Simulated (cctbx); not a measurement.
**From intensities to atoms**

Cell a = 11.1070 Å, b = 11.1070 Å, c = 11.1070 Å, α = 90.00°, β = 90.00°, γ = 90.00°; space group Fm-3c (no. 226); content Ce8 Mn104.

Simulated single-crystal data (cctbx): Mo Kα, λ = 0.71073 Å, to d = 0.77 Å, 50 % of the full sphere, strongest reflection 70000 counts, noise from counting, a 3 % proportional error and a noise floor of 4 counts (s.d.); no absorption, and some extinction, which the refinements don't model.

Charge flipping in P1 on plain amplitudes to 0.8 Å, δ = 1 σ, 20 % of the reflections treated as weak, 200 cycles:

```text
cycle      R  skewness
    0  0.626     0.33
   16  0.443     1.49
   32  0.244     4.52
   48  0.217     4.11
   64  0.227     4.07
   80  0.223     4.06
   96  0.217     4.03
  112  0.219     4.00
  128  0.218     3.91
  144  0.219     3.92
  160  0.221     3.94
  176  0.221     3.96
  192  0.216     3.96
origin shift          correlation  skewness
 0.046  0.246  0.362      0.864      4.04
 0.334  0.438  0.428      0.851      0.11
 0.061  0.122  0.048      0.877      1.27
 0.177  0.457  0.105      0.842     -0.21
taken: symmetry correlation 0.864, skewness 4.04
peak      x       y       z  mult  height/sigma
Q1    0.2500  0.2500  0.2500    8     19.1
Q2    0.0000  0.0000  0.0000    8      9.3
Q3    0.0000  0.1045  0.3177   96      5.8
Q4    0.1156  0.1314  0.2965  192      1.6
Q5    0.0000  0.0000  0.2500   24      1.0
Q6    0.0438  0.1115  0.2121  192      0.9
Q7    0.1414  0.1982  0.2253  192      0.8
Q8    0.0532  0.0532  0.0532   64      0.5
```

The origin is taken among those within 0.04 of the best correlation, by the skewness of the map.

Run time: 2.4 s on 1 thread of Arm Neoverse V2, with other jobs on the host, peak memory 0.08 GiB.

Q: Assign the peaks.

Heights go roughly as Z and multiplicities must add up to the content. First model: Q1 = Ce1 (8 in the cell, height 19.1), Q2 = Mn1 (8 in the cell, height 9.3) and Q3 = Mn2 (96 in the cell, height 5.8). Against the true structure, Q1 is Ce, Q2 is Mn and Q3 is Mn; the other peaks are not atoms.

Least squares on F², isotropic:

```text
Rint 0.024, 82 unique reflections to 0.77 A
cycle     R1     wR2    GooF  max shift (A)
   1  0.2200  0.5675  60.650   0.06174
   3  0.0210  0.0750   8.014   0.00000
final R1 0.0210 wR2 0.0750 GooF 8.014  parameters 5  data/parameter 16.4
atom        x        y        z      Ueq    occ   su(xyz)  su(Uiso or U11)
Ce1    0.25000  0.25000  0.25000   0.0072  1.000  0.00000  0.0005
Mn1    0.00000  0.00000  0.00000   0.0102  1.000  0.00000  0.0008
Mn2    0.00000  0.10629  0.32302   0.0134  1.000  0.00009  0.0005
difference map: max 0.71 min -1.62 rms 0.22
Q1    0.0470  0.1011  0.3229  192    0.74  0.52 A from Mn2
Q2    0.0000  0.1464  0.2352   96    0.56  1.07 A from Mn2
Q3    0.0000  0.1454  0.3418   96    0.51  0.48 A from Mn2
Q4    0.0000  0.0551  0.3065   96    0.47  0.60 A from Mn2
Q5    0.0000  0.0000  0.3894   48    0.39  1.23 A from Mn1
```

Anisotropic refinement:

```text
Rint 0.024, 82 unique reflections to 0.77 A
cycle     R1     wR2    GooF  max shift (A)
   1  0.0211  0.0750   8.177   0.00092
   2  0.0062  0.0126   1.376   0.00000
final R1 0.0062 wR2 0.0126 GooF 1.376  parameters 8  data/parameter 10.2
atom        x        y        z      Ueq    occ   su(xyz)  su(Uiso or U11)
Ce1    0.25000  0.25000  0.25000   0.0071  1.000  0.00000  0.0001
Mn1    0.00000  0.00000  0.00000   0.0095  1.000  0.00000  0.0001
Mn2    0.00000  0.10628  0.32310   0.0135  1.000  0.00001  0.0001
difference map: max 0.26 min -0.78 rms 0.08
Q1    0.0000  0.0519  0.2061   96    0.27  1.35 A from Mn2
Q2    0.0000  0.1264  0.2282   96    0.15  1.08 A from Mn2
Q3    0.0548  0.0922  0.1810  192    0.15  1.17 A from Mn2
Q4    0.0000  0.0353  0.1274   96    0.15  1.36 A from Mn2
Q5    0.0830  0.0830  0.0830   64    0.14  1.42 A from Mn2
Q6    0.1226  0.2024  0.2376  192    0.13  1.52 A from Ce1
```

**Reading.** The refinement ends at R1 = 0.0062, wR2 = 0.0126, GooF = 1.38, with difference density between -0.78 and 0.26 e/Å³. Every site matches the true model in element, within 0.001 Å r.m.s., up to an allowed shift of origin.

True model:

```csv
atom,mult.,x,y,z,Ueq (Å²)
Ce1,8,3/4,1/4,3/4,0.0075
Mn1,8,0,0,0,0.0098
Mn2,96,0.1769,0.8937,0,0.0139
```

This is a model crystal, built by substitution and not relaxed, with assumed displacement parameters.

[Middle refinement cycles are left out of these outputs.]

[Logs are printed without paths, hosts, clocks, repeated set-up lines and the standing remarks that a program may print on its own settings, such as how far it seeks lower states.]
